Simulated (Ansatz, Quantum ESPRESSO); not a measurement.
# TlSi3 (Pm-3m): zone-centre phonons, part 2 of 3

Aim: the zone-centre modes of TlSi3 (Pm-3m).

Quantum ESPRESSO 7.5; DFT LDA, scalar-relativistic, plane waves, PseudoDojo norm-conserving pseudopotentials.

So far. Step 2 (A first look): No gap opens on this mesh, so smearing is kept; the start stands at 2.2 GPa. Step 4 (Self-consistent run for the response): The cell stands at -0.01 GPa, close enough for phonons. The relaxed cell has a = 4.176 Å (conventional setting).

The structure was built from a prototype and need not be the compound's stable phase.

### Step 5. Linear response at Γ

At q = 0 one unit cell holds all displacements; symmetry groups them into irreducible representations that are solved one by one. With smeared occupations no response to a homogeneous field can be asked.

The input, ph.in:

```
phonons
 &inputph
    prefix='x',
    outdir='./tmp',
    fildyn='g.dyn',
    tr2_ph=1.0d-18,
    alpha_mix(1)=0.4,
    nmix_ph=8,
 /
0.000000000000 0.000000000000 0.000000000000
```

On the command line:

```console
> OMP_NUM_THREADS=1 mpirun -n 4 ph.x -nk 4 -in ph.in > ph.out
```

What it wrote:

```text
[banners, grids, parts of the stress and lines that vanish by symmetry left out]
[banner, memory and clock lines left out]
Program PHONON v.7.5

     ./tmp/x.save/

     IMPORTANT: XC functional enforced from input :
     Exchange-correlation= PW
                           (   1   4   0   0   0   0   0)
     Any further DFT definition will be discarded
     Please, verify this is what you really want

     G-vector sticks info

     Reading collected, re-writing distributed wavefunctions in ./tmp/

     Number and degeneracy of irreps per q-point
       N         xq(1)         xq(2)         xq(3)   N irreps
       1   0.000000000   0.000000000   0.000000000       4
        3   3   3   3

     Calculation of q =    0.0000000   0.0000000   0.0000000

     phonons

     bravais-lattice index     =            1
     lattice parameter (alat)  =       7.8907  a.u.
     unit-cell volume          =     491.3051 (a.u.)^3
     number of atoms/cell      =            4
     number of atomic types    =            2
     kinetic-energy cut-off    =      62.0000  Ry
     charge density cut-off    =     248.0000  Ry
     convergence threshold     =      1.0E-18
     beta                      =       0.4000
     number of iterations used =            8
     Exchange-correlation= PW
                           (   1   4   0   0   0   0   0)

     celldm(1)=    7.89073  celldm(2)=    0.00000  celldm(3)=    0.00000
     celldm(4)=    0.00000  celldm(5)=    0.00000  celldm(6)=    0.00000

     crystal axes: (cart. coord. in units of alat)
               a(1) = (  1.0000  0.0000  0.0000 )
               a(2) = (  0.0000  1.0000  0.0000 )
               a(3) = (  0.0000  0.0000  1.0000 )

     reciprocal axes: (cart. coord. in units 2 pi/alat)
               b(1) = (  1.0000  0.0000  0.0000 )
               b(2) = (  0.0000  1.0000  0.0000 )
               b(3) = (  0.0000  0.0000  1.0000 )

     Atoms inside the unit cell:

     Cartesian axes

     site n.  atom      mass           positions (alat units)
        1  Tl    204.3800   tau(    1) = (    0.00000    0.00000    0.00000  )
        2  Si     28.0850   tau(    2) = (    0.00000    0.50000    0.50000  )
        3  Si     28.0850   tau(    3) = (    0.50000    0.00000    0.50000  )
        4  Si     28.0850   tau(    4) = (    0.50000    0.50000    0.00000  )

     Computing dynamical matrix for
                    q = (   0.0000000   0.0000000   0.0000000 )

     49 Sym.Ops. (with q -> -q+G )

     G cutoff =  391.1345  (  32423 G-vectors)     FFT grid: ( 40, 40, 40)

     number of k points=    35  Marzari-Vanderbilt smearing, width (Ry)=  0.0200
                       cart. coord. in units 2pi/alat
        k(    1) = (   0.0000000   0.0000000   0.0000000), wk =   0.0039062
        k(    2) = (   0.0000000   0.0000000   0.1250000), wk =   0.0234375
        k(    3) = (   0.0000000   0.0000000   0.2500000), wk =   0.0234375
        [... further k-points left out ...]

     PseudoPot. # 1 for Tl read from file:
     ./pseudo/Tl.upf
     Pseudo is Norm-conserving + core correction, Zval = 13.0
     Using radial grid of 1936 points,  6 beta functions with:
                l(1) =   0
                l(2) =   0
                l(3) =   1
                l(4) =   1
                l(5) =   2
                l(6) =   2

     PseudoPot. # 2 for Si read from file:
     ./pseudo/Si.upf
     Pseudo is Norm-conserving + core correction, Zval =  4.0
     Using radial grid of 1510 points,  6 beta functions with:
                l(1) =   0
                l(2) =   0
                l(3) =   1
                l(4) =   1
                l(5) =   2
                l(6) =   2

     Mode symmetry, O_h (m-3m)  point group:

     Atomic displacements:
     There are    4 irreducible representations

     Representation     1      3 modes -  To be done

     Representation     2      3 modes -  To be done

     Representation     3      3 modes -  To be done

     Representation     4      3 modes -  To be done

     Alpha used in Ewald sum =   2.4000

     Representation #   1 modes #   1   2   3

     Self-consistent Calculation
      iter #   1   av.it.:   6.4
      thresh= 1.000E-02 alpha_mix =  0.400 |ddv_scf|^2 =  1.652E-07
      iter #   2   av.it.:  13.9
      thresh= 4.064E-05 alpha_mix =  0.400 |ddv_scf|^2 =  4.320E-09
      iter #   3   av.it.:  14.2
      thresh= 6.573E-06 alpha_mix =  0.400 |ddv_scf|^2 =  2.273E-10
      iter #   4   av.it.:  13.7
      thresh= 1.508E-06 alpha_mix =  0.400 |ddv_scf|^2 =  2.740E-11
      iter #   5   av.it.:  14.4
      thresh= 5.234E-07 alpha_mix =  0.400 |ddv_scf|^2 =  1.558E-13
      iter #   6   av.it.:  14.7
      thresh= 3.947E-08 alpha_mix =  0.400 |ddv_scf|^2 =  9.023E-15
      iter #   7   av.it.:  14.7
      thresh= 9.499E-09 alpha_mix =  0.400 |ddv_scf|^2 =  2.334E-16
      iter #   8   av.it.:  14.8
      thresh= 1.528E-09 alpha_mix =  0.400 |ddv_scf|^2 =  5.831E-18
      iter #   9   av.it.:  14.6
      thresh= 2.415E-10 alpha_mix =  0.400 |ddv_scf|^2 =  1.365E-19

     End of self-consistent calculation

     Convergence has been achieved

     Representation #   2 modes #   4   5   6

     Self-consistent Calculation
      iter #   1   av.it.:   4.8
      thresh= 1.000E-02 alpha_mix =  0.400 |ddv_scf|^2 =  3.796E-08
      iter #   2   av.it.:  13.4
      thresh= 1.948E-05 alpha_mix =  0.400 |ddv_scf|^2 =  1.167E-09
      iter #   3   av.it.:  13.9
      thresh= 3.417E-06 alpha_mix =  0.400 |ddv_scf|^2 =  1.606E-10
      iter #   4   av.it.:  13.0
      thresh= 1.267E-06 alpha_mix =  0.400 |ddv_scf|^2 =  1.923E-11
      iter #   5   av.it.:  13.7
      thresh= 4.385E-07 alpha_mix =  0.400 |ddv_scf|^2 =  8.024E-14
[...]
End of self-consistent calculation

     Convergence has been achieved

     Representation #   3 modes #   7   8   9

     Self-consistent Calculation
[...]
End of self-consistent calculation

     Convergence has been achieved

     Representation #   4 modes #  10  11  12

     Self-consistent Calculation
[...]
iter #   2   av.it.:  13.8
      thresh= 7.649E-06 alpha_mix =  0.400 |ddv_scf|^2 =  8.017E-10
      iter #   3   av.it.:  14.1
      thresh= 2.831E-06 alpha_mix =  0.400 |ddv_scf|^2 =  4.598E-11
      iter #   4   av.it.:  14.4
      thresh= 6.781E-07 alpha_mix =  0.400 |ddv_scf|^2 =  9.633E-14
      iter #   5   av.it.:  14.5
      thresh= 3.104E-08 alpha_mix =  0.400 |ddv_scf|^2 =  2.218E-14
      iter #   6   av.it.:  14.7
      thresh= 1.489E-08 alpha_mix =  0.400 |ddv_scf|^2 =  1.202E-16
      iter #   7   av.it.:  15.0
      thresh= 1.096E-09 alpha_mix =  0.400 |ddv_scf|^2 =  1.167E-18
      iter #   8   av.it.:  14.7
      thresh= 1.080E-10 alpha_mix =  0.400 |ddv_scf|^2 =  4.755E-20

     End of self-consistent calculation

     Convergence has been achieved

     Number of q in the star =    1
     List of q in the star:
          1   0.000000000   0.000000000   0.000000000

     Diagonalizing the dynamical matrix

     q = (    0.000000000   0.000000000   0.000000000 )

 **************************************************************************
     freq (    1) =      -5.367812 [THz] =    -179.050950 [cm-1]
     freq (    2) =      -5.367812 [THz] =    -179.050950 [cm-1]
     freq (    3) =      -5.367812 [THz] =    -179.050950 [cm-1]
     freq (    4) =      -2.942179 [THz] =     -98.140529 [cm-1]
     freq (    5) =      -2.942179 [THz] =     -98.140529 [cm-1]
     freq (    6) =      -2.942179 [THz] =     -98.140529 [cm-1]
     freq (    7) =       0.026267 [THz] =       0.876175 [cm-1]
     freq (    8) =       0.026267 [THz] =       0.876175 [cm-1]
     freq (    9) =       0.026267 [THz] =       0.876175 [cm-1]
     freq (   10) =       5.517962 [THz] =     184.059387 [cm-1]
     freq (   11) =       5.517962 [THz] =     184.059387 [cm-1]
     freq (   12) =       5.517962 [THz] =     184.059387 [cm-1]
 **************************************************************************

     Mode symmetry, O_h (m-3m)  point group:

     freq (   1-   3) =       -179.1  [cm-1]   --> T_1u G_15  G_4- I
     freq (   4-   6) =        -98.1  [cm-1]   --> T_2u G_25  G_5-
     freq (   7-   9) =          0.9  [cm-1]   --> T_1u G_15  G_4- I
     freq (  10-  12) =        184.1  [cm-1]   --> T_1u G_15  G_4- I
```

Elapsed: 4.5 min, on 4 MPI ranks of Intel Xeon 6975P-C (Granite Rapids), shared host; 18 min of CPU time.

This step gave:

```
largest acoustic frequency at the zone centre before the sum rule : 0.88 cm⁻¹
highest optical zone-centre mode (no LO-TO term)                  : 184.1 cm⁻¹
lowest optical zone-centre mode                                   : -179.1 cm⁻¹
```

The acoustic modes at Γ come out as far as 0.9 cm⁻¹ from zero, where they should vanish, a small numerical error. The lowest optical mode is imaginary, 179i cm⁻¹, an instability at this level and on this k mesh.

### Step 6. Modes with the sum rule

A rigid shift of the crystal must cost nothing, but grids and finite bases break this; the acoustic sum rule is imposed before the matrix is diagonalised again.

The input, dynmat.in:

```
 &input
    fildyn='g.dyn',
    asr='simple',
    fileig='dynmat.eig',
 /
```

On the command line:

```console
> dynmat.x -in dynmat.in > dynmat.out
```

What it wrote:

```text
[banner, memory and clock lines left out]
Program DYNMAT v.7.5

     Reading Dynamical Matrix from file g.dyn
     ...Force constants read
     ...epsilon and Z* not read (not found on file)
     A direction for q was not specified:TO-LO splitting will be absent

     Polarizability (A^3 units)
     multiply by 1.000000 for Clausius-Mossotti correction
         0.000000    0.000000    0.000000
         0.000000    0.000000    0.000000
         0.000000    0.000000    0.000000

     IR activities are in (D/A)^2/amu units

# mode   [cm-1]    [THz]      IR
    1   -179.05   -5.3678    0.0000
    2   -179.05   -5.3678    0.0000
    3   -179.05   -5.3678    0.0000
    4    -98.15   -2.9424    0.0000
    5    -98.15   -2.9424    0.0000
    6    -98.15   -2.9424    0.0000
    7     -0.00   -0.0000    0.0000
    8      0.00    0.0000    0.0000
    9      0.00    0.0000    0.0000
   10    184.06    5.5179    0.0000
   11    184.06    5.5179    0.0000
   12    184.06    5.5179    0.0000

[end of the log left out, with the tail of the file of modes that dynmat.x writes under the same name]
```

Wall time 0.58 s (1 thread).

Unit eigenvectors of the mass-weighted matrix after the sum rule; no LO-TO term. The modes at Γ (shares of kinetic energy by element, %) (negative means imaginary):

```tsv
mode	frequency (cm⁻¹)	Tl %	Si %
1	-179.0	6	94
2	-179.0	6	94
3	-179.0	6	94
4	-98.2	0	100
5	-98.2	0	100
6	-98.2	0	100
7	0.0	71	29
8	0.0	71	29
9	0.0	71	29
10	184.1	23	77
11	184.1	23	77
12	184.1	23	77
```

Displacements in mode 3 (-179.0 cm⁻¹), the largest set to 1:
```
Tl1  0.00  0.00 -0.10
Si2  0.00  0.00 -0.14
Si3  0.00  0.00 -0.14
Si4  0.00  0.00  1.00
```

Displacements in mode 4 (-98.2 cm⁻¹), the largest set to 1:
```
Tl1  0.00  0.00  0.00
Si2  0.00 -0.17  1.00
Si3  0.22  0.00 -1.00
Si4 -0.22  0.17  0.00
```

The rule moves no optical mode by more than 0.1 cm⁻¹.

### Step 7. Sum rules set otherwise: a sum rule for molecules or wires on a crystal

This rule also removes rotations, which suits molecules and not a crystal; it is tried to see the harm.

The input, dynmat.in:

```
 &input
    fildyn='g.dyn',
    asr='zero-dim',
    fileig='dynmat.eig',
 /
```

On the command line:

```console
> dynmat.x -in dynmat.in > dynmat.out
```

What it wrote:

```text
[banner, memory and clock lines left out]
Program DYNMAT v.7.5

     Reading Dynamical Matrix from file g.dyn
     ...Force constants read
     ...epsilon and Z* not read (not found on file)
     Acoustic Sum Rule: || Z*(ASR) - Z*(orig)|| =    0.000000E+00
     Acoustic Sum Rule: ||dyn(ASR) - dyn(orig)||=    1.876799E-01
     A direction for q was not specified:TO-LO splitting will be absent

     Polarizability (A^3 units)
     multiply by 1.000000 for Clausius-Mossotti correction
         0.000000    0.000000    0.000000
         0.000000    0.000000    0.000000
         0.000000    0.000000    0.000000

     IR activities are in (D/A)^2/amu units

# mode   [cm-1]    [THz]      IR
    1   -179.05   -5.3678    0.0000
    2   -136.54   -4.0935    0.0000
    3   -136.54   -4.0935    0.0000
    4     -0.00   -0.0000    0.0000
    5     -0.00   -0.0000    0.0000
    6     -0.00   -0.0000    0.0000
    7      0.00    0.0000    0.0000
    8      0.00    0.0000    0.0000
    9      0.00    0.0000    0.0000
   10    184.06    5.5180    0.0000
   11    202.35    6.0662    0.0000
   12    202.35    6.0662    0.0000

[end of the log left out, with the tail of the file of modes that dynmat.x writes under the same name]
```

The job ended after 0.57 s (1 thread).

The program raised no error, yet the settings are not those of a careful run.

The fault: a sum rule for molecules or wires on a crystal; 3 optical modes are projected out to zero frequency, as if they were rotations.

For a crystal the rule has to be 'simple' or 'crystal'.

Zone-centre frequencies as printed; negative means imaginary. Modes:

```tsv
mode	frequency (cm⁻¹)
1	-179.1
2	-136.5
3	-136.5
4	0
5	0
6	0
7	0
8	0
9	0
10	184.1
11	202.3
12	202.3
```

### Step 8. Sum rules set otherwise (asr no)

Without the rule the raw error of the acoustic modes shows.

The input, dynmat.in:

```
 &input
    fildyn='g.dyn',
    asr='no',
    fileig='dynmat.eig',
 /
```

On the command line:

```console
> dynmat.x -in dynmat.in > dynmat.out
```

What it wrote:

```text
[banner, memory and clock lines left out]
Program DYNMAT v.7.5

     Reading Dynamical Matrix from file g.dyn
     ...Force constants read
     ...epsilon and Z* not read (not found on file)
     A direction for q was not specified:TO-LO splitting will be absent

     Polarizability (A^3 units)
     multiply by 1.000000 for Clausius-Mossotti correction
         0.000000    0.000000    0.000000
         0.000000    0.000000    0.000000
         0.000000    0.000000    0.000000

     IR activities are in (D/A)^2/amu units

# mode   [cm-1]    [THz]      IR
    1   -179.05   -5.3678    0.0000
    2   -179.05   -5.3678    0.0000
    3   -179.05   -5.3678    0.0000
    4    -98.14   -2.9422    0.0000
    5    -98.14   -2.9422    0.0000
    6    -98.14   -2.9422    0.0000
    7      0.88    0.0263    0.0000
    8      0.88    0.0263    0.0000
    9      0.88    0.0263    0.0000
   10    184.06    5.5180    0.0000
   11    184.06    5.5180    0.0000
   12    184.06    5.5180    0.0000

[end of the log left out, with the tail of the file of modes that dynmat.x writes under the same name]
```

Elapsed: 0.57 s, on 1 thread.

Zone-centre frequencies as printed; negative means imaginary. Modes:

```tsv
mode	frequency (cm⁻¹)
1	-179.1
2	-179.1
3	-179.1
4	-98.14
5	-98.14
6	-98.14
7	0.88
8	0.88
9	0.88
10	184.1
11	184.1
12	184.1
```

Against the first rule no mode moves by more than 0.9 cm⁻¹.

(Continued in part 3 of 3.)

[Host names and launcher messages were left out of these logs when they were recorded.]

[Logs are printed without paths, hosts, clocks, repeated set-up lines and the standing remarks that a program may print on its own settings, such as how far it seeks lower states.]

[Hosts, paths, dates, database ids (printed as entryN), source tags and the programs' standing remarks are cut or masked in the printed files.]
